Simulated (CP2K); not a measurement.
Two runs for the F K edge of carbonyl fluoride. Run A: CP2K XAS_TDP, all-electron GAPW, PBEh(45%), aug-cc-pVTZ, TDA, no relativity. Run B differs in one setting.

First lines with a strength over 0.0015. A:

```tsv
atom	energy (eV)	states	strength, one atom
F3 (bonded to C), 2 alike	683.09	1	0.0137
	683.73	1	0.0296
	686.36	1	0.0154
	687.18	1	0.0040
	689.39	1	0.0030
```

B:

```tsv
atom	energy (eV)	states	strength, one atom
F3 (bonded to C), 2 alike	687.54	1	0.0137
	688.18	1	0.0294
	690.81	1	0.0153
	691.63	1	0.0039
	693.85	1	0.0030
```

Q: Which was it: GW2X switched on, the basis, scalar relativity switched on, the functional?

GW2X switched on. GW2X shifts an atom's lines together and keeps their spacings. Against PBEh(45%) in aug-cc-pVTZ, the leading line moves by +4.45 eV, to 687.54 eV.

[Banner, clock and machine lines of the logs are left out without a mark of their own.]

[Logs are printed without paths, hosts, clocks, repeated set-up lines and the standing remarks that a program may print on its own settings, such as how far it seeks lower states.]

[Hosts, paths, dates, database ids (printed as entryN), source tags and the programs' standing remarks are cut or masked in the printed files.]
